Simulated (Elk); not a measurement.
# E(q) of TlCrTe2, part 2 of 2

Spirals of any wavevector fit in the chemical cell when spin–orbit coupling is left out. What does E(q) of TlCrTe2 say of its order and magnons?

Elk 11.2.3 (patched build); LDA (Perdew-Wang) with U = 4.38 eV on Cr d; all-electron APW+lo, Dirac cores, scalar-relativistic bands.

So far. Step 2 (The state at q = 0): After 32 cycles the largest moment stands at 3.52 μB.

**3. One pass at q = (0.25, 0, 0)**

One diagonalisation in the potential of q = 0; by the force theorem the spiral's energy is the band energy with the smearing's entropy term, less that of a like pass at q = 0. The total energy that such a pass prints is not self-consistent and is not used.

elk.in reads:

```
tasks
  1

xctype
  3

rgkmax
  7.0

nempty
  12

swidth
  0.005

reducebf
  0.6

epsengy
  1e-06

maxscl
  1

lmaxi
  3

spinsprl
  .true.

spinpol
  .true.

vqlss
  0.250000 0.000000 0.000000

sppath
  './'

avec
  7.76645877359 0.00000000000 0.00000000000
  -3.88322938679 6.72595059531 0.00000000000
  0.00000000000 0.00000000000 15.02121258479

atoms
  3
  'Cr.in'
  1
  0.0000000000 0.0000000000 0.5000000000   -0.000300 0.000000 0.000000
  'Tl.in'
  1
  0.0000000000 0.0000000000 0.0000000000   0.000000 0.000000 0.000000
  'Te.in'
  2
  0.6666666700 0.3333333300 0.6833026200   0.000000 0.000000 0.000000
  0.3333333300 0.6666666700 0.3166973800   0.000000 0.000000 0.000000

ngridk
  8 8 8

dft+u
  1 1
  1 2 0.160962 0.000000
```

Launch:

```console
$ OMP_NUM_THREADS=4 elk
```

Numbers of over 12 decimals in the logs are rounded to 6 here.

The program printed:

```text
Warning(gndstate): core states of species 3 leak from the muffin-tin :   0.4041982760E-03
Warning(gndstate): forces or DFT+U at lmaxo under 8 : 6
  [figures from our tests cut]: type lmaxo 8 and lmaxapw 10

--- INFO.OUT ---
┌─────────────────────────┐
│ Elk code version 11.2.3 │
└─────────────────────────┘

All units are atomic (Hartree, Bohr, etc.)

┌──────────────────────────────────────────┐
│ Ground-state run resuming from STATE.OUT │
└──────────────────────────────────────────┘

Lattice vectors :
   7.766458774       0.000000000       0.000000000
  -3.883229387       6.725950595       0.000000000
   0.000000000       0.000000000       15.02121258

Species : 1 (Cr)
 muffin-tin radius :    2.400000000
 atomic positions (lattice), magnetic fields (Cartesian) :
  1 :   0.00000000  0.00000000  0.00000000    0.00000000  0.00000000  0.00000000

Species : 2 (Tl)
 muffin-tin radius :    2.800000000
 atomic positions (lattice), magnetic fields (Cartesian) :
  1 :   0.00000000  0.00000000  0.50000000    0.00000000  0.00000000  0.00000000

Species : 3 (Te)
 muffin-tin radius :    2.600000000
 atomic positions (lattice), magnetic fields (Cartesian) :
  1 :   0.66666667  0.33333333  0.18330262    0.00000000  0.00000000  0.00000000
  2 :   0.33333333  0.66666667  0.81669738    0.00000000  0.00000000  0.00000000

Total number of atoms per unit cell :    4
Total muffin-tin volume :    297.1025116
 ratio of muffin-tin to unit cell volume :   0.3786383655

Spin treatment :
 spin-polarised
 global magnetic field (Cartesian) :    0.000000000       0.000000000       0.000000000
 non-collinear magnetisation
 spin-spiral state assumed
  q-vector (lattice)   :   0.2500000000       0.000000000       0.000000000
  q-vector (Cartesian) :   0.2022538679      0.1167713251       0.000000000
  q-vector length      :   0.2335426501

Number of Bravais lattice symmetries :    4
Number of crystal symmetries         :    2
Crystal has no inversion symmetry
Complex Hermitian eigensolver will be used

k-point grid :      8     8     8
k-point offset :    0.000000000       0.000000000       0.000000000
k-point set is reduced with full crystal symmetry group
Total number of k-points :      288

Muffin-tin radius times maximum |G+k| :    7.000000000
 using average radius
Maximum |G+k| for APW functions       :    2.692307692
Maximum (1/2)|G+k|²                   :    3.624260355
Maximum |G| for potential and density :    12.00000000
Constant for pseudocharge density :    8
 order of it for each species :   15  15  15
 order of it for pair densities of each species (exact exchange by exxq0 0: 15) :    8  11  10
Radial integration step length :    1

G-vector grid sizes :     30    30    60
Number of G-vectors :    22971

Maximum angular momentum used for
 APW functions            :    8
 outer part of muffin-tin :    6

Number of empty states         :     48
[...]
Perdew-Wang/Ceperley-Alder, Phys. Rev. B 45, 13244 (1992)
 gradient requirement :    0
 local density approximation (LDA)

DFT+U calculation
 fully localised limit (FLL)
 see Phys. Rev. B 52, R5467 (1995)
 species : 1 (Cr), l = 2, U =   0.16096200, J =   0.00000000

Smearing type :    3
 Fermi-Dirac
Smearing width :   0.5000000000E-02
Effective electronic temperature (K) :    1578.875124

Mixing type :    3
 Broyden mixing, J. Phys. A: Math. Gen. 17, L317 (1984)

Potential read in from STATE.OUT

┌──────────────────────────────┐
│ Self-consistent loop started │
└──────────────────────────────┘

┌─────────────────┐
│ Loop number : 1 │
└─────────────────┘

Reached self-consistent loops maximum

Energies :
 Fermi                       :     0.183618
 sum of occupied eigenvalues :     -21386.290974717
 electron kinetic            :      38915.534537439
 core electron kinetic       :      38245.623175043
 Coulomb                     :     -73066.051379914
 Coulomb potential           :     -59295.224765428
 nuclear-nuclear             :     -2911.8218648116
 electron-nuclear            :     -81064.005175654
 Hartree                     :      10909.775660551
 Madelung                    :     -43418.438997200
 xc potential                :     -1006.3840117343
 xc effective B-field        :    -0.216434
 external B-field            :      0.000000
 exchange                    :     -738.14593361687
 correlation                 :     -20.491439966984
 DFT+U                       :     0.239037
 electron entropic           :    -0.24296190129949E-02
 total energy                :     -34908.917609086
 (external B-field energy excluded from total)

Density of states at Fermi energy :    27.08070192
 (states/Hartree/unit cell)

Estimated indirect band gap :   0.1596698875E-02
 from k-point 63 to k-point 75
Estimated direct band gap   :   0.7267937913E-02
 at k-point 73

Charges :
 core                        :    144.0000000
 valence                     :    65.00000000
 interstitial                :    6.955822535
 muffin-tins (core leakage)
  species : 1 (Cr)
   atom 1                    :    22.54503358     ( -0.3576939781E-05)
  species : 2 (Tl)
   atom 1                    :    79.46712408     (  0.2976831612E-04)
  species : 3 (Te)
   atom 1                    :    50.01600360     (  0.4041982760E-03)
   atom 2                    :    50.01601620     (  0.4041982760E-03)
 total in muffin-tins        :    202.0441775
 total calculated charge     :    208.9983168
 total charge                :    209.0000000
 error                       :   0.1683157526E-02

Moments :
 interstitial                :   0.1725994818      0.6692688705E-04  0.1688212282E-04
 muffin-tins
  species : 1 (Cr)
   atom 1                    :    3.510983914      0.5735460857E-03  0.8808372916E-05
  species : 2 (Tl)
   atom 1                    :  -0.1031901536E-01 -0.9028751072E-05  0.8712541373E-05
  species : 3 (Te)
   atom 1                    :  -0.1567675093      0.9108526155E-02  0.1481531965E-04
   atom 2                    :  -0.1568089824     -0.9318885110E-02  0.6763248130E-05
 total in muffin-tins        :    3.187088407      0.3541583793E-03  0.3909948207E-04
 total moment                :    3.359687888      0.4210852664E-03  0.5598160490E-04

┌──────────────────────────────┐
│ Self-consistent loop stopped │
└──────────────────────────────┘

Warning : core states of species 3 leak from the muffin-tin :   0.4041982760E-03

Warning : forces or DFT+U at lmaxo under 8 : 6
```

The job ended after 3 min (4 threads of Arm Neoverse N1, shared host; peak memory 0.72 GiB).

This step gave:

| Item | Value |
| --- | --- |
| magnetization | 3.360, 0, 0 μB |
| final state | spiral |
| largest moment | 3.511 μB |

Moments of a spiral are printed for the first cell, in the frame that turns with it; over the crystal the turning parts cancel.

By that sum this spiral lies +42.9 meV a seeded atom from q = 0.

**4. One pass at q = (0.5, 0, 0)**

Edit elk.in of step 3 so:

```diff
@@ -34,3 +34,3 @@
 vqlss
-  0.250000 0.000000 0.000000
+  0.500000 0.000000 0.000000
```

Launch:

```console
$ OMP_NUM_THREADS=4 elk
```

The program printed:

```text
Warning(gndstate): core states of species 3 leak from the muffin-tin :   0.4041982760E-03
Warning(gndstate): forces or DFT+U at lmaxo under 8 : 6
  [figures from our tests cut]: type lmaxo 8 and lmaxapw 10

--- INFO.OUT ---
┌─────────────────────────┐
│ Elk code version 11.2.3 │
└─────────────────────────┘

All units are atomic (Hartree, Bohr, etc.)

┌──────────────────────────────────────────┐
│ Ground-state run resuming from STATE.OUT │
└──────────────────────────────────────────┘

Lattice vectors :
[...]
species : 3 (Te)
   atom 1                    :  -0.6325512939E-01  0.4865910684E-01  0.1193976203E-04
   atom 2                    :  -0.6337567502E-01 -0.4889816530E-01 -0.1280808354E-05
 total in muffin-tins        :    3.374813759      0.3642594381E-03  0.3359966719E-04
 total moment                :    3.584648207      0.4543012056E-03  0.4336659430E-04

┌──────────────────────────────┐
│ Self-consistent loop stopped │
└──────────────────────────────┘

Warning : core states of species 3 leak from the muffin-tin :   0.4041982760E-03

Warning : forces or DFT+U at lmaxo under 8 : 6

[key lines of the parts left out:]
total energy                :     -34908.913275225
```

Elapsed: 2.9 min, on 4 threads; peak memory 0.72 GiB; 11 min of CPU time.

This step gave:

- magnetization: 3.585, 0, 0 μB
- final state: spiral
- largest moment: 3.492 μB

By that sum this spiral lies +117.2 meV a seeded atom from q = 0.

**5. An attempt with other settings**

A slip in the input shows what the program catches and what it lets pass.

elk.in reads:

```
tasks
  0

xctype
  3

rgkmax
  7.0

nempty
  0

swidth
  0.005

reducebf
  0.6

epsengy
  1e-06

maxscl
  100

lmaxi
  3

spinsprl
  .true.

spinpol
  .true.

vqlss
  0.250000 0.250000 0.000000

sppath
  './'

avec
  7.76645877359 0.00000000000 0.00000000000
  -3.88322938679 6.72595059531 0.00000000000
  0.00000000000 0.00000000000 15.02121258479

atoms
  3
  'Cr.in'
  1
  0.0000000000 0.0000000000 0.5000000000   -0.300000 0.000000 0.000000
  'Tl.in'
  1
  0.0000000000 0.0000000000 0.0000000000   0.000000 0.000000 0.000000
  'Te.in'
  2
  0.6666666700 0.3333333300 0.6833026200   0.000000 0.000000 0.000000
  0.3333333300 0.6666666700 0.3166973800   0.000000 0.000000 0.000000

ngridk
  8 8 8

dft+u
  1 1
  1 2 0.160962 0.000000
```

Launch:

```console
$ OMP_NUM_THREADS=4 elk
```

The program printed:

```text
┌─────────────────────────────────┐
│ Elk code version 11.2.3 started │
└─────────────────────────────────┘

Error(readinput): nempty <= 0 :    0.000000000
```

The job ended after 0.02 s (4 threads; peak memory 0.05 GiB).

The input was rejected at the start.

The fault put into the input: no empty states.

Spin-polarised states are built from the spinless ones, so without empty states the majority spin has nowhere to go; ten or more an atom are usual.

**6. All wavevectors**

Wavevectors, in fractions of the reciprocal vectors: (0, 0, 0); (0.25, 0, 0); (0.5, 0, 0); (0.25, 0.25, 0); (0, 0, 0); (0, 0, 0.25); (0, 0, 0.5). The path runs through Γ, M, near K, Γ, A.

Table of energy less that at q = 0, frozen potential by path:

```tsv
path (Å⁻¹)	energy less that at q = 0, frozen potential (meV a seeded atom)
0.000	0
0.441	42.9
0.883	117
1.324	107
2.088	0
2.286	-2.28
2.484	4.53
```

**7. Outcome**

| Item | Value |
| --- | --- |
| lowest point | (0, 0, 0.25), -2.28 meV a seeded atom (frozen potential) |
| highest point | (0.5, 0, 0), 117 meV a seeded atom |

What this shows: A spiral at (0, 0, 0.25) lies 2.3 meV under the state at q = 0; the true minimum can lie between the points or off the path. The force theorem is exact for small turns only; a flat spiral at large q turns neighbours far. The mesh is the same for all points and was not tested: differences of a few meV, and of some ten in a metal, can be noise.

[Logs and program files are shortened in this print: banners, set-up blocks, solver, clock and traceback lines can be left out without a mark of their own.]

[Logs are printed without paths, hosts, clocks, repeated set-up lines and the standing remarks that a program may print on its own settings, such as how far it seeks lower states.]

[Hosts, paths, dates, database ids (printed as entryN), source tags and the programs' standing remarks are cut or masked in the printed files.]

[Where a cell is said to come from a database of computed structures, the database is the Materials Project.]
